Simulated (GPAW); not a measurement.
# B K-edge XANES of CrB (Cmcm)

Aim: the near-edge shape at the B K edge of CrB (Cmcm), and what the core hole does to it.

Program: GPAW 26.7.0. Level of theory: X-ray absorption from dipole matrix elements to empty bands, plane-wave PAW LDA. Results are calculated unless marked as measured.

**1. The structure**

The structure is orthorhombic, space group Cmcm (No. 63). The conventional cell has a = 2.969 Å, b = 7.858 Å, c = 2.932 Å, α = 90.00°, β = 90.00°, γ = 90.00°. Nearest to Cr lie 7 B at 2.18 to 2.28 Å. Nearest to B lie 2 B at 1.79 Å and 7 Cr at 2.18 to 2.28 Å. Farther neighbours are not listed.

**2. Ground state of the crystal**

The ground state comes first: it tells whether the system has a gap, which decides how the excited electron is treated.

Input file scf.py:

```python
import numpy as np
from ase import Atoms
from ase.parallel import parprint, paropen
from gpaw import GPAW, PW, FermiDirac, Mixer, MixerDif, setup_paths
from gpaw.test import gen
setup_paths.insert(0, '.')
gen('B', name='nch1s', xcname='LDA', corehole=(1, 0, 0), write_xml=True)
from gpaw.mpi import world
world.barrier()

atoms = Atoms('Cr2B2',
    cell=[[1.4845, -3.929, 0],
     [1.4845, 3.929, 0],
     [0, 0, 2.932]],
    scaled_positions=[[0.1445, 0.8555, 0.25],
     [0.8555, 0.1445, 0.75],
     [0.435, 0.565, 0.25],
     [0.565, 0.435, 0.75]],
    magmoms=[3.0, 3.0, 0.0, 0.0],
    pbc=True)
atoms.calc = calc = GPAW(legacy_gpaw=True, mode=PW(430), xc='LDA', setups={2: 'nch1s'},
    kpts={'size': (9, 9, 8), 'gamma': True}, occupations=FermiDirac(0.05),
    charge=0, mixer=MixerDif(0.05, 8, 50), maxiter=150,
    convergence={'density': 0.0001}, txt='scf.txt')
energy = atoms.get_potential_energy() + calc.get_reference_energy()
ef = calc.get_fermi_level()
out = dict(energy=energy, fermi=ef, forces=atoms.get_forces().tolist(), magmoms=atoms.get_magnetic_moments().tolist())
parprint(f'all-electron energy {energy:.4f} eV, Fermi level {ef:.4f} eV')
ev = np.array([[calc.get_eigenvalues(k, s) for k in range(len(calc.get_ibz_k_points()))] for s in range(calc.get_number_of_spins())])
out['homo'], out['lumo'], out['counts'] = ev[ev < ef].max(), ev[ev > ef].min(), sorted(set((ev < ef).sum((0, 2)).tolist()))
out['filled'] = (ev[:, 0] < ef).sum(1).tolist()
import json
with paropen('out.json', 'w') as f:
    json.dump(out, f)
```

Command:

```bash
$ OMP_NUM_THREADS=1 mpirun -n 4 gpaw python scf.py
```

Numbers of over 12 decimals in the logs are rounded to 6 here.

Output:

```text
Input parameters:
  convergence: {density: 0.0001}
  kpts: {gamma: True,
         size: (9, 9, 8)}
  maxiter: 150
  mixer: {backend: pulay,
          beta: 0.05,
          method: difference,
          nmaxold: 8,
          weight: 50}
  mode: {ecut: 430.0,
         name: pw}
  occupations: {fixmagmom: False,
                name: fermi-dirac,
                width: 0.05}
  setups: {2: nch1s}

Initialize ...

[... PAW data sets ...]

Reference energy: -58378.595294  # eV

Spin-polarized calculation.
Initial magnetic moment: 6.000000

[... convergence settings ...]
Symmetries present (total): 2
  [... symmetry matrices ...]

648 k-points: 9 x 9 x 8 Monkhorst-Pack grid + [0.000000,0.000000,1/16]
185 k-points in the irreducible part of the Brillouin zone
       k-points in crystal coordinates                weights
   0:     0.00000000    0.00000000    0.00000000          1/648
   1:     0.00000000    0.00000000    0.12500000          2/648
   2:     0.00000000    0.00000000    0.25000000          2/648
   3:     0.00000000    0.00000000    0.37500000          2/648
   4:     0.00000000    0.00000000    0.50000000          1/648
   5:     0.11111111   -0.11111111   -0.37500000          2/648
   6:     0.11111111   -0.11111111   -0.25000000          2/648
   7:     0.11111111   -0.11111111   -0.12500000          2/648
   8:     0.11111111   -0.11111111    0.00000000          2/648
   9:     0.11111111   -0.11111111    0.12500000          2/648
          ...
 184:     0.44444444    0.44444444    0.50000000          2/648

Wave functions: Plane wave expansion
  Cutoff energy: 430.000 eV
  Number of coefficients (min, max): 661, 706
  Pulay-stress correction: 0.000000 eV/Ang^3 (de/decut=0.000000)
  Using FFTW library
  Wavefunction extrapolation:
    Improved wavefunction reuse through dual PAW basis

Occupation numbers: Fermi-Dirac:
  width: 0.0500  # eV

Eigensolver
   Davidson(niter=2)

Densities:
  Coarse grid: 21*21*15 grid
  Fine grid: 42*42*30 grid
  Total Charge: 0.000000

Density mixing:
  Method: difference
  Backend: pulay
  Linear mixing parameter: 0.05
  old densities: 8
  Width of damping distribution: 1.1
  Damping of long wavelength oscillations: 50

[... Hamiltonian set-up ...]
Number of atoms: 4
Number of atomic orbitals: 26
Number of bands in calculation: 19
Number of valence electrons: 18
Bands to converge: occupied

... initialized

Initializing position-dependent things.

Density initialized from atomic densities
Creating initial wave functions:
  19 bands from LCAO basis set

         B Cr
       CrB

Atomic positions and initial magnetic moments

Positions:
   0 Cr     1.484500    2.793519    0.733000    ( 0.0000,  0.0000,  3.0000)
   1 Cr     1.484500   -2.793519    2.199000    ( 0.0000,  0.0000,  3.0000)
   2 B      1.484500    0.510770    0.733000    ( 0.0000,  0.0000,  0.0000)
   3 B      1.484500   -0.510770    2.199000    ( 0.0000,  0.0000,  0.0000)

Unit cell:
           periodic     x           y           z      points  spacing
  1. axis:    yes    1.484500   -3.929000    0.000000    21     0.1323
  2. axis:    yes    1.484500    3.929000    0.000000    21     0.1323
  3. axis:    yes    0.000000    0.000000    2.932000    15     0.1955

  Lengths:   4.200093   4.200093   2.932000
  Angles:   90.000000  90.000000 138.603710

Effective grid spacing dv^(1/3) = 0.1729

iter:   1   -37.863792                   +5.9911
iter:   2   -38.459431   -0.94  -1.06    +3.3489
iter:   3   -38.098683   -1.00  -1.12    +1.2051
iter:   4   -38.156942   -2.20  -1.58    +0.8314
iter:   5   -38.137065   -2.03  -1.49    +0.3953
iter:   6   -38.114158   -1.82  -1.71    +0.0539
iter:   7   -38.117331   -2.20  -2.42    +0.0370
iter:   8   -38.118740c  -2.48  -2.41    +0.0198
iter:   9   -38.118339c  -2.81  -2.40    +0.0201
iter:  10   -38.120212c  -2.82  -2.26    +0.0164
iter:  11   -38.120573c  -3.08  -3.01    +0.0103
iter:  12   -38.120851c  -3.30  -3.21    +0.0035
iter:  13   -38.120827c  -3.51  -3.03    -0.0013
iter:  14   -38.120810c  -3.74  -3.29    -0.0001
iter:  15   -38.120907c  -3.92  -3.28    -0.0001
iter:  16   -38.120932c  -4.09  -3.78    -0.0000
iter:  17   -38.120945c  -4.22  -3.83    -0.0000
iter:  18   -38.120957c  -4.36  -4.24c   +0.0000
iter:  19   -38.120967c  -4.56  -4.43c   -0.0000
iter:  20   -38.120972c  -4.72  -4.49c   +0.0001
iter:  21   -38.120978c  -4.85  -4.70c   +0.0001
iter:  22   -38.120980c  -5.08  -4.73c   +0.0001
iter:  23   -38.120982c  -5.28  -4.79c   +0.0001
iter:  24   -38.120983c  -5.44  -4.72c   +0.0001
[...]
iter:  36   -38.120987c  -7.00  -4.73c   -0.0000
iter:  37   -38.120988c  -7.12  -4.77c   -0.0000
iter:  38   -38.120988c  -7.20  -4.73c   -0.0000
iter:  39   -38.120988c  -7.46c -4.70c   -0.0000

Converged after 39 iterations.

Dipole moment: (-0.000000, -0.000000, -0.000000) |e|*Ang

Total magnetic moment: (0.000000, 0.000000, -0.000001)
Local magnetic moments:
   0 Cr ( 0.000000,  0.000000, -0.000002)
   1 Cr ( 0.000000,  0.000000, -0.000002)
   2 B  ( 0.000000,  0.000000,  0.000000)
   3 B  ( 0.000000,  0.000000,  0.000000)

Energy contributions relative to reference atoms: (reference = -58378.595294)

Kinetic:        -20.200551
Potential:       +9.856020
External:        +0.000000
XC:             -28.040866
Entropy (-ST):   -0.024825
Local:           +0.276821
SIC:             +0.000000
--------------------------
Free energy:    -38.133400
Extrapolated:   -38.120988

Spin contamination: 0.000002 electrons
Showing only first 2 kpts
                      Up                     Down
 Kpt  Band  Eigenvalues  Occupancy  Eigenvalues  Occupancy
  0     7     10.78442    1.00000     10.78442    1.00000
  0     8     11.29253    0.99473     11.29253    0.99474
  0     9     11.44431    0.90076     11.44431    0.90076
  0    10     11.89753    0.00105     11.89753    0.00105

  1     7     10.35947    1.00000     10.35947    1.00000
  1     8     11.48440    0.80281     11.48440    0.80281
  1     9     11.48444    0.80267     11.48444    0.80268
  1    10     11.95408    0.00034     11.95408    0.00034

Fermi level: 11.55460

No gap
No difference between direct/indirect transitions

Forces in eV/Ang:
  0 Cr    0.00000    0.05572   -0.00006
  1 Cr    0.00000   -0.05572    0.00006
  2 B     0.00000   -0.08602   -0.00006
  3 B     0.00000    0.08602    0.00006
Scalar-relativistic atomic LDA calculation for B (Boron, Z=5)
Core hole in 1s state (1s occupation: 2.0)
300 radial gridpoints.
|------------------------------------------------|
|------------------------------------------------|
[... the atom generator's iteration count ...]

Energy contributions:
-------------------------
Kinetic:      +24.180604
XC:            -3.523894
Potential:    -45.007336
-------------------------
Total:        -24.350626

state      eigenvalue         ekin         rmax
-----------------------------------------------
1s^2.0 :    -6.565858    10.670813        0.212
2s^2.0 :    -0.344821     1.048488        1.518
2p^1.0 :    -0.136481     0.742001        1.561
-----------------------------------------------
(units: Bohr and Hartree)

Generating PAW setup
Kinetic energy of the core from tauc = 21.348427
Cutoffs:
rc(s)=1.200
rc(p)=1.200
rc(d)=1.200
rc(vbar)=1.080
rc(comp)=1.200
rc(nct)=1.200

Kinetic energy of the core states: 21.341627
Charge: 0.0
Core electrons: 2.0
Valence electrons: 3.0
Pseudo-core charge: 0.117059
Shape function alpha=6.944
Pseudo-electron charge 3.110279
state    eigenvalue         norm
--------------------------------
2s(2) :    -0.344821     1.005361
*s    :     0.655179
2p(1) :    -0.136481     0.982498
*p    :     0.863519
*d    :     0.000000
--------------------------------

Diagonalizing with gridspacing h=0.050

state   all-electron     PAW
-------------------------------
2s:      -0.344821    -0.345234
2p:      -0.136481    -0.136840
*d:                    0.041809
*f:                    0.072211
-------------------------------
all-electron energy -58416.7163 eV, Fermi level 11.5546 eV
```

Elapsed: 93 s, on 4 MPI ranks of Arm Neoverse V1, shared host; peak memory 0.24 GiB; 6.2 min of CPU time.

The mesh shows no gap, so the system is treated as a metal and the core electron is put at the Fermi level (neutral cell).

**3. Spectrum without a core hole, B atom 3**

This cheap baseline ignores the attraction of the hole: it shows the absorber's empty states as they are in the ground state. The data set with a hole of occupation 0 only carries the core orbital.

The absorber has 2 B at 1.79 Å, 4 Cr at 2.18 Å, 2 Cr at 2.22 Å and 1 Cr at 2.28 Å (9-fold, site symmetry m2m).

Input file xas.py:

```python
import numpy as np
from ase import Atoms
from ase.parallel import parprint, paropen
from gpaw import GPAW, PW, FermiDirac, Mixer, MixerDif, setup_paths
from gpaw.test import gen
setup_paths.insert(0, '.')
gen('B', name='nch1s', xcname='LDA', corehole=(1, 0, 0), write_xml=True)
from gpaw.mpi import world
world.barrier()

atoms = Atoms('Cr2B2',
    cell=[[1.4845, -3.929, 0],
     [1.4845, 3.929, 0],
     [0, 0, 2.932]],
    scaled_positions=[[0.1445, 0.8555, 0.25],
     [0.8555, 0.1445, 0.75],
     [0.435, 0.565, 0.25],
     [0.565, 0.435, 0.75]],
    magmoms=[3.0, 3.0, 0.0, 0.0],
    pbc=True)
atoms.calc = calc = GPAW(legacy_gpaw=True, mode=PW(430), xc='LDA', setups={2: 'nch1s'},
    kpts={'size': (12, 12, 12), 'gamma': True}, occupations=FermiDirac(0.1),
    charge=0, mixer=MixerDif(0.05, 8, 50), maxiter=150,
    convergence={'density': 0.0001}, txt='scf.txt')
energy = atoms.get_potential_energy() + calc.get_reference_energy()
ef = calc.get_fermi_level()
out = dict(energy=energy, fermi=ef, forces=atoms.get_forces().tolist(), magmoms=atoms.get_magnetic_moments().tolist())
parprint(f'all-electron energy {energy:.4f} eV, Fermi level {ef:.4f} eV')
ev = np.array([[calc.get_eigenvalues(k, s) for k in range(len(calc.get_ibz_k_points()))] for s in range(calc.get_number_of_spins())])
out['homo'], out['lumo'], out['counts'] = ev[ev < ef].max(), ev[ev > ef].min(), sorted(set((ev < ef).sum((0, 2)).tolist()))
out['filled'] = (ev[:, 0] < ef).sum(1).tolist()

from ase.units import Ha
from gpaw.xas import dipole_matrix_elements
nb = int(calc.get_number_of_electrons() / 2) + 34
top = nb
nscf = calc.fixed_density(kpts={'size': (7, 7, 7), 'gamma': True},
    convergence={'eigenstates': 1.0}, txt='nscf.txt')
nscf.diagonalize_full_hamiltonian(nbands=nb)
cell = atoms.cell.array
ops = [cell.T @ U.T @ np.linalg.inv(cell.T) for U in nscf.wfs.kd.symmetry.op_scc]
E = np.arange(-25, 34, 0.1)
fwhm = np.interp(E, [4, 25], [0.9, 3.5])
Y, X, zero, highest = 0, 0, 1e9, 1e9
for spin in range(nscf.get_number_of_spins()):
    wfs = nscf.wfs
    A = dipole_matrix_elements(wfs.setups[2])
    eps = np.zeros((wfs.kd.nibzkpts, nb))
    d = np.zeros((3, A.shape[1], wfs.kd.nibzkpts, nb), complex)
    for kpt in wfs.kpt_u:
        if kpt.s == spin and 2 in kpt.P_ani:
            eps[kpt.k] = kpt.eps_n * Ha
            d[:, :, kpt.k] = (kpt.weight * wfs.nspins / 2) ** 0.5 * np.inner(A, kpt.P_ani[2])
    world.sum(eps)
    world.sum(d)
    T = np.einsum('amkn,bmkn->abkn', d, d.conj()).real
    T = sum(np.einsum('ai,ijkn,bj->abkn', R, T, R) for R in ops) / len(ops)
    empty = eps > ef
    zero, highest = min(zero, eps[empty].min()), min(highest, eps[:, top - 1].min())
    lines = [(eps, T, empty)] if spin == 0 else lines + [(eps, T, empty)]
for eps, T, empty in lines:
    f = np.einsum('aakn->akn', T).reshape(3, -1)
    x = eps.ravel() - zero
    w = np.interp(x, E, fwhm) / 2.35482
    g = np.exp(-0.5 * ((E[:, None] - x) / w) ** 2) / (w * (2 * np.pi) ** 0.5)
    Y = Y + (f * empty.ravel()) @ g.T
    X = X + (f * ~empty.ravel()) @ g.T
out.update(E=E.round(2).tolist(), xas=Y.tolist(), xes=X.tolist(), zero=zero, valid=highest - zero, nk=len(eps), nb=nb)
for i in range(0, len(E), 10):
    parprint(f'{E[i]:7.2f}', *(f'{v:10.3e}' for v in Y[:, i]))
import json
with paropen('out.json', 'w') as f:
    json.dump(out, f)
```

Command:

```bash
$ OMP_NUM_THREADS=1 mpirun -n 4 gpaw python xas.py
```

Output:

```text
Input parameters:
  convergence: {density: 0.0001}
  kpts: {gamma: True,
         size: (12, 12, 12)}
  maxiter: 150
  mixer: {backend: pulay,
          beta: 0.05,
          method: difference,
          nmaxold: 8,
          weight: 50}
  mode: {ecut: 430.0,
         name: pw}
  occupations: {fixmagmom: False,
                name: fermi-dirac,
                width: 0.1}
  setups: {2: nch1s}

Initialize ...

[...]
2s:      -0.344821    -0.345234
2p:      -0.136481    -0.136840
*d:                    0.041809
*f:                    0.072211
-------------------------------
all-electron energy -58416.7164 eV, Fermi level 11.5475 eV
 -25.00 2.423e-251 2.019e-251 1.744e-251
 -24.00 1.359e-241 1.140e-241 1.003e-241
 -23.00 4.861e-232 4.106e-232 3.675e-232
 -22.00 1.110e-222 9.438e-223 8.588e-223
[...]
32.00  6.554e-04  6.595e-04  6.413e-04
  33.00  5.311e-04  5.220e-04  5.173e-04
[key lines of the parts left out:]
Converged after 37 iterations.
Dipole moment: (0.000000, -0.000000, -0.000000) |e|*Ang
Free energy:    -38.170999
Fermi level: 11.54748
```

Wall time 4.8 min (4 MPI ranks); peak memory 0.39 GiB; 19 min of CPU time.

The B K spectrum, B atom 3, no core hole (energy from the lowest empty level; intensity scaled to a mean of 1 over the first 20 eV; polarised curves are means over the symmetry-equivalent atoms):

```
E (eV)  isotropic  ε ∥ x  ε ∥ y  ε ∥ z
  -2.0       0.00   0.00   0.00   0.00
  -1.5       0.00   0.00   0.00   0.00
  -1.0       0.00   0.00   0.00   0.00
  -0.5       0.03   0.03   0.02   0.03
   0.0       0.16   0.20   0.11   0.16
   0.5       0.32   0.41   0.22   0.32
   1.0       0.44   0.42   0.31   0.58
   1.5       0.58   0.37   0.51   0.85
   2.0       0.59   0.33   0.59   0.86
   2.5       0.61   0.40   0.55   0.88
   3.0       0.78   0.61   0.67   1.05
   3.5       0.93   0.69   1.07   1.03
   4.0       0.92   0.73   1.45   0.56
   4.5       0.95   0.98   1.66   0.21
   5.0       0.97   1.34   1.46   0.11
   5.5       1.06   2.19   0.92   0.06
   6.0       1.29   3.24   0.55   0.07
   6.5       1.31   3.43   0.36   0.16
   7.0       1.00   2.35   0.25   0.42
   7.5       0.80   1.21   0.36   0.84
   8.0       0.81   0.61   0.67   1.16
   8.5       0.90   0.40   1.02   1.28
   9.0       1.01   0.36   1.30   1.37
   9.5       1.12   0.36   1.56   1.43
  10.0       1.17   0.35   1.79   1.37
  10.5       1.24   0.41   2.00   1.31
  11.0       1.37   0.54   2.11   1.46
  11.5       1.47   0.69   2.01   1.71
  12.0       1.45   0.81   1.73   1.82
  12.5       1.32   0.86   1.37   1.73
  13.0       1.19   0.88   1.09   1.59
  13.5       1.13   0.91   0.95   1.52
  14.0       1.15   0.99   0.92   1.52
  14.5       1.18   1.10   0.91   1.52
  15.0       1.16   1.17   0.89   1.43
  15.5       1.10   1.15   0.88   1.28
  16.0       1.04   1.08   0.89   1.13
  16.5       1.00   1.01   0.95   1.05
  17.0       1.01   1.01   1.00   1.01
  17.5       1.02   1.05   1.01   1.01
  18.0       1.02   1.10   0.97   1.00
  18.5       1.01   1.14   0.90   0.98
  19.0       0.98   1.16   0.81   0.97
  19.5       0.96   1.15   0.74   0.98
  20.0       0.93   1.11   0.68   1.01
  20.5       0.90   1.01   0.65   1.03
  21.0       0.84   0.87   0.62   1.03
  21.5       0.76   0.71   0.60   0.98
  22.0       0.67   0.55   0.57   0.88
  22.5       0.58   0.43   0.55   0.77
  23.0       0.53   0.37   0.55   0.66
  23.5       0.50   0.36   0.56   0.57
  24.0       0.49   0.39   0.57   0.51
  24.5       0.50   0.44   0.60   0.48
  25.0       0.52   0.49   0.62   0.45
  25.5       0.54   0.53   0.64   0.44
  26.0       0.55   0.57   0.65   0.43
  26.5       0.57   0.59   0.68   0.44
  27.0       0.59   0.60   0.70   0.46
  27.5       0.61   0.62   0.74   0.49
  28.0       0.64   0.63   0.77   0.52
  28.5       0.66   0.64   0.80   0.54
```

Main maxima below 24 eV (height): 3.6 eV (0.94), 6.3 eV (1.35), 11.7 eV (1.48), 14.6 eV (1.18) and 17.8 eV (1.03). A K edge sees empty p states on the absorber.

The same matrix elements for filled bands give the B K emission of B atom 3 (ground-state approximation; energy from the lowest empty level, largest value 1):

```
E (eV)  emission
-24.00      0.00
-23.25      0.00
-22.50      0.00
-21.75      0.00
-21.00      0.00
-20.25      0.00
-19.50      0.00
-18.75      0.00
-18.00      0.00
-17.25      0.00
-16.50      0.00
-15.75      0.00
-15.00      0.00
-14.25      0.00
-13.50      0.00
-12.75      0.01
-12.00      0.02
-11.25      0.05
-10.50      0.07
 -9.75      0.08
 -9.00      0.08
 -8.25      0.14
 -7.50      0.14
 -6.75      0.30
 -6.00      0.27
 -5.25      0.51
 -4.50      0.79
 -3.75      0.96
 -3.00      0.74
 -2.25      0.27
 -1.50      0.11
 -0.75      0.09
  0.00      0.07
  0.75      0.00
  1.50      0.00
  2.25      0.00
  3.00      0.00
```

Emission maxima: -3.6 eV (1.00).

(Continued in part 2 of 3.)

[Banner, clock and machine lines of the logs are left out without a mark of their own.]

[Logs are printed without paths, hosts, clocks, repeated set-up lines and the standing remarks that a program may print on its own settings, such as how far it seeks lower states.]

[Hosts, paths, dates, database ids (printed as entryN), source tags and the programs' standing remarks are cut or masked in the printed files.]

[Lists of maxima count a maximum above −3 eV only where it reaches 4 % of the highest in the window and stands out from its surroundings by 2 % of it (1.5 % where it reaches 55 %); shoulders and weaker maxima are passed over, and of the rest the first, up to two pre-edge ones and the few strongest are named.]
